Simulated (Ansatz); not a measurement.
Consider GaN (F-43m).

```xyz
2
Lattice="0.0000 2.2535 2.2535 2.2535 0.0000 2.2535 2.2535 2.2535 0.0000" Properties=species:S:1:pos:R:3 pbc="T T T"
Ga    0.0000    0.0000    0.0000
N     3.3803    3.3803    3.3803
```

The cell and positions are those that the Materials Project relaxed with its own functionals (PBE, PBE+U or r2SCAN), kept fixed. This is not the form that GaN usually takes at ambient conditions.

Gaps computed with Ansatz 0.2.0 without a self-energy: PBE 1.72 eV and HSE06+SOC 2.95 eV.

Q: What gap should G0W0 on PBE give (10×10×10 mesh, 384 empty bands, screening to 380 eV, hard PAW files)?

About 2.91 eV: on its mesh the run moves the gap from 1.73 eV by +1.18 eV. Bands and cutoff are finite, so the gap is not at the basis limit. The miss can reach some tenths of an eV and take either sign; the mesh is an error of its own. The many-body steps are scalar-relativistic: spin-orbit coupling is not in them.

[Paths, hosts, dates, memory and timing lines, banners, echoed tables and standing remarks are left out of the program output.]

[Logs are printed without paths, hosts, clocks, repeated set-up lines and the standing remarks that a program may print on its own settings, such as how far it seeks lower states.]

[Runs of the session that timed out or met a known fault of the program may be left out.]

[Cells called generated may have been cut or substituted from an entry of the Crystallography Open Database or the Materials Project.]

[Hosts, paths, dates, database ids (printed as entryN), source tags and the programs' standing remarks are cut or masked in the printed files.]
